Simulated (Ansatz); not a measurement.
**Lattice dynamics of MgTl (Pm-3m)**

How does MgTl (Pm-3m) vibrate, and is this structure a minimum?

Program: Ansatz 0.2.0. Level of theory: DFT PBEsol, scalar-relativistic, plane waves, PAW; PAW set soft_1. Results are calculated unless marked as measured.

Most raw output is cut from this account.

The database entry behind the starting cell differs from later determinations by our own check (0.1 to 0.3 % short, probably kX units), so it need not match the best structure at ambient conditions.

**1. The starting structure**

Symmetry: Pm-3m, No. 221, cubic system. The conventional cell has a = 3.628 Å, b = 3.628 Å, c = 3.628 Å, α = 90.00°, β = 90.00°, γ = 90.00°. Mg has 8 Tl at 3.14 Å nearest. Tl has 8 Mg at 3.14 Å nearest. Farther neighbours are not listed.

As a file:

```cif
data_structure
_symmetry_space_group_name_H-M 'Pm-3m'
_symmetry_Int_Tables_number 221
_cell_length_a 3.6280
_cell_length_b 3.6280
_cell_length_c 3.6280
_cell_angle_alpha 90.000
_cell_angle_beta 90.000
_cell_angle_gamma 90.000
_cell_volume 47.75
loop_
_atom_site_label
_atom_site_type_symbol
_atom_site_symmetry_multiplicity
_atom_site_Wyckoff_symbol
_atom_site_fract_x
_atom_site_fract_y
_atom_site_fract_z
_atom_site_occupancy
Mg1 Mg 1 a 0.00000 0.00000 0.00000 1
Tl1 Tl 1 b 0.50000 0.50000 0.50000 1
```

**2. Relaxation**

Harmonic phonons are second derivatives at a point where the forces vanish, and they are wanted at zero stress, so atoms and cell are relaxed first.

Input file input.yaml:

```yaml
crystal:
  lattice:
    - [3.628, 0.0, 0.0]
    - [0.0, 3.628, 0.0]
    - [0.0, 0.0, 3.628]
  atoms:
    - { symbol: Mg, position: [0.0, 0.0, 0.0] }
    - { symbol: Tl, position: [0.5, 0.5, 0.5] }
kpoints:
  mp_grid: { grid: [12, 12, 12] }
hamiltonian:
  xc: pbesol
  pseudopotentials: { kind: paw, azcp: { folder: soft_1 }, xc_functional: pbe }
scf:
  occupations: { method: gaussian, width: 0.1 }
output:
  forces: true
  stress: true
  eigenvalues: true
relax:
  adjacent_minimum: "off"
  f_tol: 0.005
  max_steps: 80
  cell: { stress_tol: 0.05 }
```

The run is started by

```
ansatz run input.yaml --threads 4 --pin off --max-ram 10240MiB --backend cpu --events-out ev --progress --plain --runs-dir out
```

Elapsed: 3.4 s, on 4 threads of Arm Neoverse V1, shared host; peak memory 0.37 GiB; 12 s of CPU time.

The steps of the relaxation:

| step | energy less that of the first step (eV) | largest force component (eV/Å) | pressure (GPa) | volume (Å³) |
| --- | --- | --- | --- | --- |
| 1 | 0.0000 | 0.0000 | -0.18 | 47.75 |
| 2 | -0.0001 | 0.0000 | -0.02 | 47.56 |
| 3* | -0.0001 | 0.0000 | -0.02 | 47.56 |

Relaxation steps marked * repeat the geometry before them on a plane-wave basis chosen anew for their cell, so energy and pressure can jump there.

The run keeps the 48 symmetry operations that it works with, so distortions that break them were not tested.

| conventional cell, symmetrised | before | after | change |
| --- | --- | --- | --- |
| a (Å) | 3.628 | 3.623 | -0.1 % |
| b (Å) | 3.628 | 3.623 | -0.1 % |
| c (Å) | 3.628 | 3.623 | -0.1 % |
| volume (Å³/atom) | 23.88 | 23.78 | -0.4 % |

Final coordinates:

```xyz
2
Lattice="3.6232 0.0000 0.0000 0.0000 3.6232 0.0000 0.0000 0.0000 3.6232" Properties=species:S:1:pos:R:3 pbc="T T T"
Mg    0.0000    0.0000    0.0000
Tl    1.8116    1.8116    1.8116
```

This step gave:

```
pressure          : -0.02023 GPa
volume per atom   : 23.78 Å³
gap on the k-mesh : 0 eV
```

In this step the volume went from 23.88 to 23.78 Å³/atom.

**3. Tight relaxation**

Phonons need a cell at rest on their own settings, so the relaxation is repeated with tight tolerances on forces and stress on the k mesh and occupations of the first response run.

input.yaml, the sections that differ from step 2:

```yaml
crystal:
  lattice:
    - [3.6231630959, 0.0, 0.0]
    - [0.0, 3.6231630959, 0.0]
    - [0.0, 0.0, 3.6231630959]
  atoms:
    - { symbol: Mg, position: [0.0, 0.0, 0.0] }
    - { symbol: Tl, position: [0.5, 0.5, 0.5] }
scf:
  occupations: { method: methfessel_paxton, width: 0.2 }
relax:
  adjacent_minimum: "off"
  f_tol: 0.001
  max_steps: 60
  cell: { stress_tol: 0.01 }
# kpoints, hamiltonian, output: as in step 2
```

The job ended after 3.4 s (4 threads; peak memory 0.38 GiB; 12 s of CPU time).

Little changed from the start: no atom moved by 0.005 Å and no cell edge by 0.1 %.

Numbers from this step:

| Item | Value |
| --- | --- |
| pressure | -0.001350 GPa |
| volume per atom | 23.77 Å³ |

The forces vanish by symmetry and the pressure is -0.001 GPa, within the tolerances set. The cell now holds 23.77 Å³/atom.

**4. Linear response at the zone centre**

The zone centre comes first: it holds the modes that light can see, as far as symmetry allows. No field response is asked, since the mesh shows no gap.

input.yaml, the sections that differ from step 3:

```yaml
crystal:
  lattice:
    - [3.6228222656, 0.0, 0.0]
    - [0.0, 3.6228222656, 0.0]
    - [0.0, 0.0, 3.6228222656]
  atoms:
    - { symbol: Mg, position: [0.0, 0.0, 0.0] }
    - { symbol: Tl, position: [0.5, 0.5, 0.5] }
output:
  eigenvalues: true
phonons:
  method: dfpt
# kpoints, hamiltonian, scf: as in step 3
# relax: removed
```

Elapsed: 11 s, on 4 threads; peak memory 0.66 GiB; 40 s of CPU time.

This step gave:

- sum-rule residual before enforcement: 3.21e-5 eV/Å²
- point group: m-3m
- highest optical mode at the zone centre (no LO-TO term): 148.9 cm⁻¹
- lowest optical zone-centre mode: 148.9 cm⁻¹

Patterns of degenerate modes are one choice out of their space. The modes at Γ (shares of kinetic energy by element, %):

| mode | frequency (cm⁻¹) | symmetry | Mg % | Tl % |
| --- | --- | --- | --- | --- |
| 1 | 0.0 | acoustic | 11 | 89 |
| 2 | 0.0 | acoustic | 11 | 89 |
| 3 | 0.0 | acoustic | 11 | 89 |
| 4 | 148.9 | T1u | 89 | 11 |
| 5 | 148.9 | T1u | 89 | 11 |
| 6 | 148.9 | T1u | 89 | 11 |

Displacements in mode 6 (148.9 cm⁻¹), the largest set to 1:
```
Mg1  0.00  0.00  1.00
Tl2  0.00  0.00 -0.12
```

Before it was imposed, the acoustic sum rule was missed by 3.2e-5 eV/Å². Small misses are needed for a sound result but don't prove that mesh and cutoff are converged. The lowest optical mode is real, 149 cm⁻¹.

**5. Phonons on a q mesh**

Stability and thermal properties need the whole zone. Linear response on a 4×4×4 q mesh gives force constants as far as a supercell of that size would.

Edit input.yaml of step 4 so:

```diff
@@ -19 +19,8 @@
   method: dfpt
+  qmesh: [4, 4, 4]
+  temperatures: { t_max: 1000, t_step: 50 }
+  qpath:
+    path:
+      - [[0.0, 0.0, 0.0], [0.0, 0.5, 0.0], [0.5, 0.5, 0.0], [0.0, 0.0, 0.0], [0.5, 0.5, 0.5], [0.0, 0.5, 0.0]]
+      - [[0.5, 0.5, 0.5], [0.5, 0.5, 0.0]]
+    npoints: 10
```

Elapsed: 5.3 min, on 4 threads; peak memory 1.8 GiB.

This step gave:

* sum-rule residual before enforcement: 3.85e-5 eV/Å²
* lowest frequency on the path: 0 cm⁻¹
* highest frequency on the path or at a solved wavevector: 175.3 cm⁻¹
* mean frequency: 99.1 cm⁻¹
* Debye temperature (second moment): 210 K
* logarithmic mean frequency: 81.3 cm⁻¹
* lowest mode on the q mesh (acoustic modes at Γ apart): 22.63 cm⁻¹
* zero-point energy per atom: 18.42 meV
* heat capacity at 300 K: 24.34 J/(mol atoms K)
* vibrational entropy at 300 K: 48.74 J/(mol atoms K)
* edges of the widest gap between branches, on path and mesh: 72.9, 129.2 cm⁻¹

Frequencies (cm⁻¹) solved at each irreducible wavevector; negative means imaginary. Frequencies by wavevector, by row:

| q in reciprocal lattice units | star | mode 1 | mode 2 | mode 3 | mode 4 | mode 5 | mode 6 |
| --- | --- | --- | --- | --- | --- | --- | --- |
| 0 0 0 | 1 | 0 | 0 | 0 | 148.9 | 148.9 | 148.9 |
| 0 0 0.25 | 6 | 26.6 | 26.6 | 51.1 | 140 | 140 | 155.3 |
| 0 0 -0.5 | 3 | 45.3 | 45.3 | 72.9 | 129.2 | 129.2 | 172 |
| 0 0.25 0.25 | 12 | 22.6 | 40.6 | 60.7 | 138.1 | 143.8 | 161.6 |
| 0 0.25 -0.5 | 12 | 44.5 | 49.9 | 50.8 | 135 | 158.9 | 168.9 |
| 0 -0.5 -0.5 | 3 | 30.8 | 30.8 | 53.1 | 138.8 | 175.3 | 175.3 |
| 0.25 0.25 0.25 | 8 | 40.5 | 40.5 | 54.6 | 153.3 | 153.3 | 157.1 |
| 0.25 0.25 -0.5 | 12 | 40.3 | 49 | 59.9 | 139.4 | 162.2 | 166.2 |
| 0.25 -0.5 -0.5 | 6 | 47.9 | 47.9 | 61.1 | 144.2 | 166 | 166 |
| -0.5 -0.5 -0.5 | 1 | 60.8 | 60.8 | 60.8 | 146.5 | 146.5 | 146.5 |

Interpolated from a 4×4×4 q mesh. The phonon branches at the labelled points (cm⁻¹):

| point | branch 1 | branch 2 | branch 3 | branch 4 | branch 5 | branch 6 |
| --- | --- | --- | --- | --- | --- | --- |
| Γ | 0 | 0 | 0 | 149 | 149 | 149 |
| halfway | 27 | 27 | 51 | 140 | 140 | 155 |
| X | 45 | 45 | 73 | 129 | 129 | 172 |
| halfway | 44 | 50 | 51 | 135 | 159 | 169 |
| M | 31 | 31 | 53 | 139 | 175 | 175 |
| halfway | 23 | 41 | 61 | 138 | 144 | 162 |
| Γ | 0 | 0 | 0 | 149 | 149 | 149 |
| halfway | 40 | 40 | 55 | 153 | 153 | 157 |
| R | 61 | 61 | 61 | 146 | 146 | 146 |
| halfway | 40 | 49 | 60 | 139 | 162 | 166 |
| X | 45 | 45 | 73 | 129 | 129 | 172 |
| jump to R | 61 | 61 | 61 | 146 | 146 | 146 |
| halfway | 48 | 48 | 61 | 144 | 166 | 166 |
| M | 31 | 31 | 53 | 139 | 175 | 175 |

Tetrahedra on a 20×20×20 mesh, mean over bins of 2 cm-1. Interpolated from a 4×4×4 q mesh. The phonon density of states by wavenumber; read off at these points:

| wavenumber (cm⁻¹) | phonon density of states (1/cm⁻¹/cell) |
| --- | --- |
| 1.0 | 3.0e-5 |
| 5.0 | 8.4e-4 |
| 11.0 | 0.00455 |
| 15.0 | 0.00845 |
| 19.0 | 0.0127 |
| 25.0 | 0.0205 |
| 29.0 | 0.0289 |
| 33.0 | 0.0532 |
| 39.0 | 0.0848 |
| 43.0 | 0.0796 |
| 49.0 | 0.125 |
| 53.0 | 0.0800 |
| 55.0 | 0.108 |
| 57.0 | 0.0942 |
| 63.0 | 0.0331 |
| 67.0 | 0.0065 |
| 71.0 | 0.00206 |
| 77.0 | 0 |
| 81.0 | 0 |
| 85.0 | 0 |
| 91.0 | 0 |
| 95.0 | 0 |
| 99.0 | 0 |
| 105.0 | 0 |
| 109.0 | 0 |
| 113.0 | 0 |
| 119.0 | 0 |
| 123.0 | 0 |
| 127.0 | 0 |
| 133.0 | 0.0292 |
| 137.0 | 0.0977 |
| 139.0 | 0.121 |
| 143.0 | 0.0902 |
| 147.0 | 0.0588 |
| 151.0 | 0.0373 |
| 157.0 | 0.0562 |
| 161.0 | 0.0768 |
| 165.0 | 0.112 |
| 167.0 | 0.118 |
| 171.0 | 0.0468 |
| 175.0 | 0.00695 |

The partial phonon density of states has structure finer than the step of the table below, so its rows give means over 10 cm⁻¹, whole bins alone (the curve runs from -10 to 190 cm⁻¹). Peaks (cm⁻¹: height): Mg 139.9: 0.107, 166.4: 0.0973; Tl 48.0: 0.0945.

Phonopy on the run's constants, 15x15x15 mesh, Gaussian sigma 2.0 cm-1. Interpolated from a 4×4×4 q mesh. The partial phonon density of states by wavenumber; means over each step; values in 1/cm⁻¹/cell:

| wavenumber (cm⁻¹) | Mg | Tl |
| --- | --- | --- |
| 0 | 2.7e-5 | 2.3e-4 |
| 10 | 4.7e-4 | 0.00401 |
| 20 | 0.00148 | 0.0127 |
| 30 | 0.00380 | 0.0341 |
| 40 | 0.00627 | 0.0715 |
| 50 | 0.00485 | 0.0876 |
| 60 | 0.00174 | 0.0662 |
| 70 | 1.3e-4 | 0.00489 |
| 80 | 0 | 3.0e-5 |
| 90 | 0 | 0 |
| 100 | 0 | 0 |
| 110 | 0 | 0 |
| 120 | 1.7e-5 | 0 |
| 130 | 0.0171 | 2.9e-4 |
| 140 | 0.0901 | 0.00293 |
| 150 | 0.0462 | 0.00312 |
| 160 | 0.0658 | 0.00625 |
| 170 | 0.0602 | 0.00594 |
| 180 | 0.00184 | 2.4e-4 |

Second derivatives of the energy by pair, one row for each kind of neighbour of each atom listed. Each entry sums the pair over the periodic images of the supercell that the q mesh stands for, and in a polar crystal it holds the long-range dipole part too. Force constants by pair, by row:

| atom | neighbour | distance (Å) | third of the trace (eV/Å²) | along the pair's line (eV/Å²) |
| --- | --- | --- | --- | --- |
| Mg1 | itself | 0 | 1.967 | – |
| Mg1 | Tl | 3.137 | -0.2361 | -0.8836 |
| Mg1 | Mg | 3.623 | -0.0421 | -0.1718 |
| Mg1 | Mg | 5.123 | -0.0107 | -0.0293 |
| Mg1 | Tl | 6.008 | 0.0048 | 0.0083 |
| Mg1 | Mg | 6.275 | 0.0125 | 0.0512 |
| Mg1 | Mg | 7.246 | 0.0042 | 5.00e-4 |
| Tl2 | itself | 0 | 2.754 | – |
| Tl2 | Mg | 3.137 | -0.2361 | -0.8836 |
| Tl2 | Tl | 3.623 | -0.1408 | -0.4414 |
| Tl2 | Tl | 5.123 | -0.0233 | -0.0596 |
| Tl2 | Mg | 6.008 | 0.0048 | 0.0083 |
| Tl2 | Tl | 6.275 | 0.0133 | 0.0201 |
| Tl2 | Tl | 7.246 | -0.0326 | -0.0661 |

Harmonic thermodynamic functions per atom, from the density of states. Interpolated from a 4×4×4 q mesh. Thermodynamic functions, by row:

| T (K) | F_vib (meV/atom) | S (J/mol-atom/K) | C_V (J/mol-atom/K) |
| --- | --- | --- | --- |
| 0 | 18.42 | 0 | 0 |
| 50 | 16.03 | 11.47 | 13.86 |
| 100 | 6.81 | 23.52 | 20.48 |
| 200 | -26.32 | 38.99 | 23.64 |
| 300 | -72.1 | 48.74 | 24.34 |
| 400 | -126.4 | 55.78 | 24.6 |
| 500 | -187.2 | 61.29 | 24.72 |
| 600 | -253.1 | 65.8 | 24.79 |
| 700 | -323.4 | 69.62 | 24.83 |
| 800 | -397.3 | 72.94 | 24.86 |
| 900 | -474.4 | 75.87 | 24.87 |
| 1000 | -554.4 | 78.49 | 24.89 |

Harmonic mean-square displacement, third of the trace. Interpolated from a 4×4×4 q mesh. Mean square displacements, by row:

| T (K) | Mg1 U_eq (Å²) | Tl2 U_eq (Å²) |
| --- | --- | --- |
| 0 | 0.00552 | 0.00191 |
| 100 | 0.01155 | 0.00809 |
| 300 | 0.03054 | 0.02374 |
| 600 | 0.06025 | 0.04738 |

Symmetry leaves 10 wavevectors to solve. The lowest mode among them, the acoustic zeros apart, lies at q = (0, 0.25, 0.25) and is real, 22.6 cm⁻¹.

**6. Another isotope, element Mg, natural mass 24.305 amu**

An isotope changes the mass and not the force constants, so no new electronic calculation is needed; the shifts show which modes move this element.

The same force constants with the mass of Mg changed from 24.305 to 25.983 u (phonopy, no LO-TO term). Both lists are sorted by frequency; levels can cross, so a row need not hold one and the same mode. Modes under 3 cm⁻¹ are left out. Isotope shifts, by row:

| q | rank | natural mass (cm⁻¹) | changed mass (cm⁻¹) |
| --- | --- | --- | --- |
| 0 0 0 | 4 | 148.9 | 144.5 |
| 0 0 0 | 5 | 148.9 | 144.5 |
| 0 0 0 | 6 | 148.9 | 144.5 |
| 0 0 0.25 | 1 | 26.58 | 26.51 |
| 0 0 0.25 | 2 | 26.58 | 26.51 |
| 0 0 0.25 | 3 | 51.1 | 50.99 |
| 0 0 0.25 | 4 | 140 | 135.8 |
| 0 0 0.25 | 5 | 140 | 135.8 |
| 0 0 0.25 | 6 | 155.3 | 150.5 |
| 0 0 -0.5 | 1 | 45.26 | 45.26 |
| 0 0 -0.5 | 2 | 45.26 | 45.26 |
| 0 0 -0.5 | 3 | 72.92 | 72.92 |
| 0 0 -0.5 | 4 | 129.2 | 125 |
| 0 0 -0.5 | 5 | 129.2 | 125 |
| 0 0 -0.5 | 6 | 172 | 166.3 |
| 0 0.25 0.25 | 1 | 22.63 | 22.54 |
| 0 0.25 0.25 | 2 | 40.59 | 40.51 |
| 0 0.25 0.25 | 3 | 60.69 | 60.68 |
| 0 0.25 0.25 | 4 | 138.1 | 133.8 |
| 0 0.25 0.25 | 5 | 143.8 | 139.1 |
| 0 0.25 0.25 | 6 | 161.6 | 156.9 |

A mode of this element alone would shift by -3.28 %. The highest zone-centre frequency without the field goes from 148.9 to 144.5 cm⁻¹ (-2.9 %). The product of the frequency ratios over all optical modes at Γ is 0.915; the product rule, (m/m′)^(3k/2) (M′/M)^(3/2) with k = 1 such atoms and M the mass of the cell, gives 0.915.

**7. Isotope substitution, element Tl, natural mass 204.38 amu**

The same for Tl, from 204.38 to 202.97 u.

A mode of this element alone would shift by +0.35 %. The highest zone-centre frequency without the field goes from 148.9 to 148.9 cm⁻¹ (+0.0 %). The product of the frequency ratios over all optical modes at Γ is 1.001; the product rule, (m/m′)^(3k/2) (M′/M)^(3/2) with k = 1 such atoms and M the mass of the cell, gives 1.001.

**8. Results**

```
space group after relaxation (within 0.01 Å)            : Pm-3m
volume per atom                                         : 23.8 Å³
electronic character                                    : no gap on this mesh
highest optical mode at the zone centre (no LO-TO term) : 149 cm⁻¹
lowest optical zone-centre mode                         : 149 cm⁻¹
lowest mode on the q mesh (acoustic modes at Γ apart)   : 22.6 cm⁻¹
highest frequency on the path or at a solved wavevector : 175 cm⁻¹
zero-point energy per atom                              : 18.4 meV
heat capacity at 300 K                                  : 24.3 J/(mol atoms K)
vibrational entropy at 300 K                            : 48.7 J/(mol atoms K)
Debye temperature (second moment)                       : 210 K
imaginary modes on the 4×4×4 q mesh                     : none
```

The structure is a minimum as far as tested: no mode is imaginary at the 10 irreducible wavevectors of the 4×4×4 mesh, and the softest away from the acoustic zeros lies at 23 cm⁻¹. The optical modes at Γ form one degenerate level at 149 cm⁻¹. The highest mode in this list at Γ, 148.9 cm⁻¹, is mostly motion of Mg (89 % of the kinetic energy). On the path and the mesh, the widest gap between branches runs from 73 to 129 cm⁻¹. With no gap, or one that is small against the smearing, the frequencies hang on the k mesh and the smearing, most of all near Kohn anomalies. The phonon runs are without spin polarisation, although the cell has an odd electron count. Spin-orbit coupling is left out, which can matter for the heavy elements here. The PAW files were made for PBE and serve the other functionals too. A phonon run warned that its eigensolver left some bands unconverged in a pass. These are harmonic frequencies at zero temperature: anharmonic shifts, linewidths and thermal expansion are left out.

[Logs are printed without paths, hosts, clocks, repeated set-up lines and the standing remarks that a program may print on its own settings, such as how far it seeks lower states.]

[Hosts, paths, dates, database ids (printed as entryN), source tags and the programs' standing remarks are cut or masked in the printed files.]
